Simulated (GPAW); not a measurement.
## How Mo absorbs and reflects light

Aim: the dielectric function of Mo, and the optical constants that follow from it.

Calculated with GPAW 26.7.0; DFT, LDA, plane-wave PAW (GPAW data sets), scalar-relativistic, RPA, optical limit.

## Step 1: Starting point

Symmetry: Im-3m, No. 229, cubic system. Conventional cell: a = 3.147 Å, b = 3.147 Å, c = 3.147 Å, α = 90.00°, β = 90.00°, γ = 90.00°. Mo has 8 Mo at 2.73 Å nearest.

As a file:

```xyz
1
Lattice="-1.5734 1.5734 1.5734 1.5734 -1.5734 1.5734 1.5734 1.5734 -1.5734" Properties=species:S:1:pos:R:3 pbc="T T T"
Mo    0.0000    0.0000    0.0000
```

## Step 2: Bands for the response

The response needs many more empty bands than the density does.

This step: DFT, LDA, plane-wave PAW (GPAW data sets), scalar-relativistic, bands at fixed density (GPAW 26.7.0).

Contents of nscf.py:

```python
from ase.dft.bandgap import bandgap
from gpaw import GPAW, FermiDirac

calc = GPAW('gs.gpw').fixed_density(kpts={'size': (15, 15, 15), 'gamma': True}, nbands=28, convergence={'bands': 22},
                                    occupations=FermiDirac(0.05), txt='nscf.txt')
print('gap (eV)', bandgap(calc, output=None)[0])
print('direct gap (eV)', bandgap(calc, direct=True, output=None)[0])
print('top band over the Fermi level (eV)', min(calc.get_eigenvalues(kpt=k)[21] for k in range(len(calc.get_ibz_k_points()))) - calc.get_fermi_level())
calc.write('full.gpw', mode='all')
```

The run is started by

```sh
OMP_NUM_THREADS=1 python nscf.py
```

Numbers of over 12 decimals in the logs are rounded to 6 here.

The program printed:

```text
Diagonalizing LCAO Hamiltonian
Converting LCAO to pw mode
convergence criteria:
- Maximum integral of absolute [eigenst]ate change: 4e-08 eV^2 / valence electron
maximum number of iterations: 150

SCF iterations
|iter     |      energy | eigst |  dens |
|iter:   1||             | +3.17 |       |
|iter:   2||             | +1.00 |       |
|iter:   3||             | -1.35 |       |
|iter:   4||             | -3.30 |       |
|iter:   5||             | -5.47 |       |
|iter:   6||             | -7.07 |       |
|iter:   7||             | -8.10c|       |
SCF steps: 7
  __  _  _
 | _ |_)|_||  |
 |__||  | ||/\| - 26.7.0

Versions:
  Python: 3.12.14
  ASE:    3.29.0
  Numpy:  2.5.5
  Scipy:  1.18.1
  Libxc:  7.0.0

Input parameters:
  mode=PW(ecut=500.0),
  convergence={'bands': 22},
  gpts=array([15, 15, 15]),
  kpts=MonkhorstPack(size=(15, 15, 15), gamma=True),
  maxiter=150,
  nbands=28,
  occupations=Occupations(name='fermi-dirac', width=0.05, fixmagmom=False),
  parallel={},
  xc=XC(name='LDA')

--- standard output ---
gap (eV) 0.0
direct gap (eV) 0.0
top band over the Fermi level (eV) 36.431631
```

Elapsed: 21 s, on 1 thread of Intel Xeon at 2.70GHz, shared host; peak memory 0.16 GiB.

## Step 3: Dielectric function, RPA

Local fields let the induced charge screen the field inside the cell, which as a rule lowers ε, most along directions where the density is uneven.

This step: DFT, LDA, plane-wave PAW (GPAW data sets), scalar-relativistic, RPA, optical limit (GPAW 26.7.0).

Contents of df.py:

```python
from gpaw.response.df import DielectricFunction

df = DielectricFunction('full.gpw', frequencies={'type': 'nonlinear', 'domega0': 0.03, 'omega2': 8},
                        ecut=50,
                        eta=0.15,
                        nbands=22,
                        rate=0.05,
                        txt='df.txt')
for direction in ['x']:
    df.get_dielectric_function(xc='RPA', direction=direction, filename=f'df_{direction}.csv')
```

The run is started by

```sh
OMP_NUM_THREADS=1 python df.py
```

The program printed:

```text
Using integrator: PointIntegrator
NonLinearFrequencyDescriptor(from 0.000 to 106.549 eV, 546 points)
Nonperiodic BCs:  [False False False]
Using integrator: PointIntegrator
NonLinearFrequencyDescriptor(from 0.000 to 106.549 eV, 546 points)
Nonperiodic BCs:  [False False False]
Using integrator: PointIntegrator

Calculating chi0 body with:
    Ground state adapter containing:
    Number of spins: 1
    Number of kpoints: 3375
    Number of irreducible kpoints: 120
    Number of completely occupied states: 6
    Number of partially occupied states: 9

    Linear response parametrization:
    q_c: [0.0, 0.0, 0.0]
    Number of frequency points: 546
    Planewave cutoff: 50.0
    Number of bands: 22
    Number of planewaves: 13
    Broadening (eta): 0.15

Integrating chi0 body.

Symmetries of q_c:
    Direct symmetries (Uq -> q): 48
    Indirect symmetries (TUq -> q): 0
In total 48 allowed symmetries.

120 groups of equivalent kpoints. 96.444444% reduction.

Integral kind: spectral function

Calculating chi0 optical extensions with:
    Ground state adapter containing:
    Number of spins: 1
    Number of kpoints: 3375
    Number of irreducible kpoints: 120
    Number of completely occupied states: 6
    Number of partially occupied states: 9

    Linear response parametrization:
    Number of frequency points: 546
    Planewave cutoff: 50.0
    Number of bands: 22
    Number of planewaves: 13
    Broadening (eta): 0.15
Integrating chi0 head and wings.

Symmetries of q_c:
    Direct symmetries (Uq -> q): 48
    Indirect symmetries (TUq -> q): 0
In total 48 allowed symmetries.

120 groups of equivalent kpoints. 96.444444% reduction.

Integral kind: spectral function wings

Calculating drude chi0 with:
    Number of frequency points:546
    Plasma frequency decay rate: 0.05 eV

    Ground state adapter containing:
    Number of spins: 1
    Number of kpoints: 3375
    Number of irreducible kpoints: 120
    Number of completely occupied states: 6
    Number of partially occupied states: 9

Symmetries of q_c:
    Direct symmetries (Uq -> q): 48
    Indirect symmetries (TUq -> q): 0
In total 48 allowed symmetries.

120 groups of equivalent kpoints. 96.444444% reduction.

Integral kind: intraband
Plasma frequency:
[[6.09+0.j 0.  +0.j 0.  +0.j]
 [0.  +0.j 6.09+0.j 0.  -0.j]
 [0.  +0.j 0.  +0.j 6.09+0.j]]
```

Run time: 6.9 s. Hardware: 1 thread; peak memory 0.19 GiB.

Numbers from this step:

| Quantity | Value |
| --- | --- |
| centre of weight of the strongest loss peak in the window | 10.44 eV |

Some rows of df_x.csv (energy; Re and Im without local fields; Re and Im with them):

```text
0.000000, 14873.220332, 0.000000, 14873.134438, 0.000000
0.460735, -132.061452, 49.317964, -132.142422, 49.309300
0.943989, -20.497456, 24.970127, -20.561293, 24.954196
1.451455, 9.552522, 19.167123, 9.489846, 19.164632
1.984998, 9.350328, 26.989057, 9.278712, 26.947581
2.546682, 7.212177, 25.359044, 7.181250, 25.353939
3.138794, 0.550421, 20.371355, 0.515908, 20.385054
3.763875, 1.678918, 24.752557, 1.633563, 24.802992
4.424758, -8.014207, 20.817750, -8.122114, 20.879119
5.124608, -9.632576, 10.717084, -9.762228, 10.718210
5.866977, -8.358021, 7.483009, -8.458527, 7.475607
6.655862, -4.979726, 3.688078, -5.078492, 3.671103
7.495775, -4.757841, 3.171616, -4.844351, 3.170524
8.391833, -3.281551, 1.613543, -3.363669, 1.593960
9.349861, -1.678044, 1.157345, -1.764429, 1.146208
10.376517, -0.162418, 0.897005, -0.234697, 0.891537
11.479449, 1.042484, 3.025537, 0.994010, 3.068414
12.667487, -0.469297, 2.550688, -0.598312, 2.629811
13.950874, -0.292728, 1.632715, -0.494380, 1.674300
```

Sum at mesh points, not converged in k. Table of Im ε, E ∥ x by photon energy; read off at these points:

```csv
photon energy (eV),"Im ε, E ∥ x"
0.500,41.1
0.750,32.5
1.000,20.4
1.250,16.3
1.500,20.0
1.750,23.8
1.949,27.1
2.000,26.8
2.250,25.7
2.500,25.0
2.750,26.7
3.000,22.8
3.250,20.0
3.500,19.2
3.750,24.7
4.000,24.4
4.112,25.4
4.250,22.8
4.500,20.5
4.750,15.5
5.000,12.1
5.250,10.3
5.500,9.05
5.750,8.21
6.000,6.78
6.250,4.55
6.500,3.60
6.750,3.78
7.000,4.13
7.250,4.41
7.500,3.16
7.750,2.68
8.000,2.48
8.250,1.84
8.500,1.46
8.750,1.13
9.000,0.984
9.250,1.28
9.500,0.916
9.750,0.903
10.000,0.884
10.250,0.905
10.500,0.894
10.750,0.994
11.000,1.37
11.250,1.66
11.500,3.08
11.750,2.65
12.000,2.30
12.250,2.49
12.500,3.15
12.750,2.39
13.000,2.19
13.250,2.54
13.500,2.13
13.750,2.05
```

Values under 1 per cm are given as 1; sum at mesh points, not converged in k. Absorption coefficient, E ∥ x against photon energy:

```csv
photon energy (eV),"absorption coefficient, E ∥ x (1/cm)"
0.492,5.4e5
1.010,4.6e5
1.486,3.7e5
1.985,6.2e5
2.508,7.8e5
3.018,1.0e6
3.510,1.0e6
3.980,1.4e6
4.516,1.8e6
4.981,1.9e6
5.515,1.8e6
6.021,1.9e6
6.494,1.7e6
6.985,1.6e6
7.496,1.8e6
8.026,1.7e6
8.516,1.6e6
9.023,1.3e6
9.483,1.2e6
10.026,9.5e5
10.519,7.2e5
11.029,7.2e5
11.479,1.2e6
12.023,1.2e6
12.504,1.6e6
13.000,1.4e6
13.512,1.6e6
```

Sum at mesh points, not converged in k. Table of Im ε, E ∥ x by photon energy; read off at these points:

| photon energy (eV) | without local fields | with local fields |
| --- | --- | --- |
| 0.500 | 41.1 | 41.1 |
| 0.750 | 32.5 | 32.5 |
| 1.000 | 20.5 | 20.4 |
| 1.250 | 16.3 | 16.3 |
| 1.500 | 20.0 | 20.0 |
| 1.750 | 23.8 | 23.8 |
| 1.949 | 27.1 | 27.1 |
| 2.000 | 26.8 | 26.8 |
| 2.250 | 25.7 | 25.7 |
| 2.500 | 25.0 | 25.0 |
| 2.750 | 26.7 | 26.7 |
| 3.000 | 22.7 | 22.8 |
| 3.250 | 20.0 | 20.0 |
| 3.500 | 19.1 | 19.2 |
| 3.750 | 24.7 | 24.7 |
| 4.000 | 24.4 | 24.4 |
| 4.112 | 25.4 | 25.4 |
| 4.250 | 22.7 | 22.8 |
| 4.500 | 20.4 | 20.5 |
| 4.750 | 15.5 | 15.5 |
| 5.000 | 12.1 | 12.1 |
| 5.250 | 10.3 | 10.3 |
| 5.500 | 9.06 | 9.05 |
| 5.750 | 8.22 | 8.21 |
| 6.000 | 6.79 | 6.78 |
| 6.250 | 4.57 | 4.55 |
| 6.500 | 3.61 | 3.60 |
| 6.750 | 3.81 | 3.78 |
| 7.000 | 4.16 | 4.13 |
| 7.250 | 4.41 | 4.41 |
| 7.500 | 3.16 | 3.16 |
| 7.750 | 2.68 | 2.68 |
| 8.000 | 2.49 | 2.48 |
| 8.250 | 1.85 | 1.84 |
| 8.500 | 1.48 | 1.46 |
| 8.750 | 1.13 | 1.13 |
| 9.000 | 0.991 | 0.984 |
| 9.250 | 1.29 | 1.28 |
| 9.500 | 0.932 | 0.916 |
| 9.750 | 0.919 | 0.903 |
| 10.000 | 0.894 | 0.884 |
| 10.250 | 0.911 | 0.905 |
| 10.500 | 0.900 | 0.894 |
| 10.750 | 1.01 | 0.994 |
| 11.000 | 1.36 | 1.37 |
| 11.250 | 1.65 | 1.66 |
| 11.500 | 3.04 | 3.08 |
| 11.750 | 2.60 | 2.65 |
| 12.000 | 2.25 | 2.30 |
| 12.250 | 2.43 | 2.49 |
| 12.500 | 3.06 | 3.15 |
| 12.750 | 2.32 | 2.39 |
| 13.000 | 2.12 | 2.19 |
| 13.250 | 2.47 | 2.54 |
| 13.500 | 2.06 | 2.13 |
| 13.750 | 1.99 | 2.05 |

The loss function −Im 1/ε at q → 0, E ∥ x has structure finer than the step of the table below, so its rows give means over 0.5 eV, whole bins alone (the curve runs from 0.305 to 14.0 eV). Peaks (eV: height): 10.52: 1.12, 11.94: 0.451.

Sum at mesh points, not converged in k. Loss function −Im 1/ε at q → 0, E ∥ x against energy loss; means over each step:

| energy loss (eV) | loss function −Im 1/ε at q → 0, E ∥ x |
| --- | --- |
| 1.0 | 0.0368 |
| 1.5 | 0.0419 |
| 2.0 | 0.0335 |
| 2.5 | 0.0368 |
| 3.0 | 0.0433 |
| 3.5 | 0.0478 |
| 4.0 | 0.0402 |
| 4.5 | 0.0409 |
| 5.0 | 0.0475 |
| 5.5 | 0.0582 |
| 6.0 | 0.0567 |
| 6.5 | 0.0764 |
| 7.0 | 0.113 |
| 7.5 | 0.0995 |
| 8.0 | 0.111 |
| 8.5 | 0.120 |
| 9.0 | 0.211 |
| 9.5 | 0.327 |
| 10.0 | 0.691 |
| 10.5 | 1.03 |
| 11.0 | 0.577 |
| 11.5 | 0.319 |
| 12.0 | 0.415 |
| 12.5 | 0.353 |
| 13.0 | 0.425 |
| 13.5 | 0.428 |

Sum at mesh points, not converged in k. Table of reflectivity at normal incidence, E ∥ x by photon energy; read off at these points:

```
photon energy (eV)  reflectivity at normal incidence, E ∥ x (%)
              0.50                                         93.5
              1.00                                         72.1
              1.50                                         48.8
              2.00                                         54.4
              2.50                                         53.6
              2.90                                         57.8
              3.00                                         56.6
              3.50                                         50.5
              4.00                                         57.6
              4.50                                         63.9
              5.00                                         67.8
              5.50                                         64.6
              6.00                                         69.0
              6.28                                         73.4
              6.50                                         69.5
              7.00                                         58.2
              7.50                                         66.3
              8.00                                         65.4
              8.50                                         69.7
              8.77                                         70.4
              9.00                                         65.0
              9.42                                         59.4
              9.50                                         58.7
             10.00                                         38.8
             10.50                                         18.4
             11.00                                         8.72
             11.50                                         19.1
             12.00                                         18.3
             12.50                                         25.0
             13.00                                         22.3
             13.43                                         29.4
             13.50                                         29.4
```

At chosen wavelengths:

```
wavelength (nm)     n      k  R (%)     1/α
           1550  2.76  5.835   77.1   21 nm
            633  4.40  3.073   54.4   16 nm
            532  4.01  3.065   53.5   14 nm
            450  3.93  3.392   56.1   11 nm
            405  3.22  3.291   55.0  9.8 nm
            365  3.26  2.949   51.4  9.9 nm
            248  1.65  3.670   67.8  5.4 nm
```

In reflection the computed colour is light grey: x = 0.311, y = 0.324, luminous reflectivity 54 %.

## Step 4: Results

| Property | Result |
| --- | --- |
| centre of weight of the strongest loss peak in the window, first axis | 10.4 eV |

**Reading.** At this level (LDA, RPA) Mo is a metal. The mesh is too coarse to trust the carriers' weight, the reflectivity or the colour to better than tens of per cent. In reflection the computed colour is light grey: x = 0.311, y = 0.324, luminous reflectivity 54 %. The carriers' damping of 0.05 eV is typed, not computed; it shapes the response at the lowest energies. In this version of GPAW the matrix elements of the optical limit are incomplete, which can lower ε − 1 by up to a tenth where first-row anions or d states rule, and shift it by more in d metals. GPAW's carrier term has the form −ωp²/(ω + i·rate)², which damps like twice the rate and fails at low energy, so the curves leave the lowest energies out. The sum runs over mesh points 0.19 Å⁻¹ apart with no interpolation, so peaks are partly noise of the mesh, and the Drude plasma energy, a sum over the Fermi surface, isn't converged.

[Machine, clock and banner lines and Python warnings are left out of the logs.]

[Logs are printed without paths, hosts, clocks, repeated set-up lines and the standing remarks that a program may print on its own settings, such as how far it seeks lower states.]

[Hosts, paths, dates, database ids (printed as entryN), source tags and the programs' standing remarks are cut or masked in the printed files.]
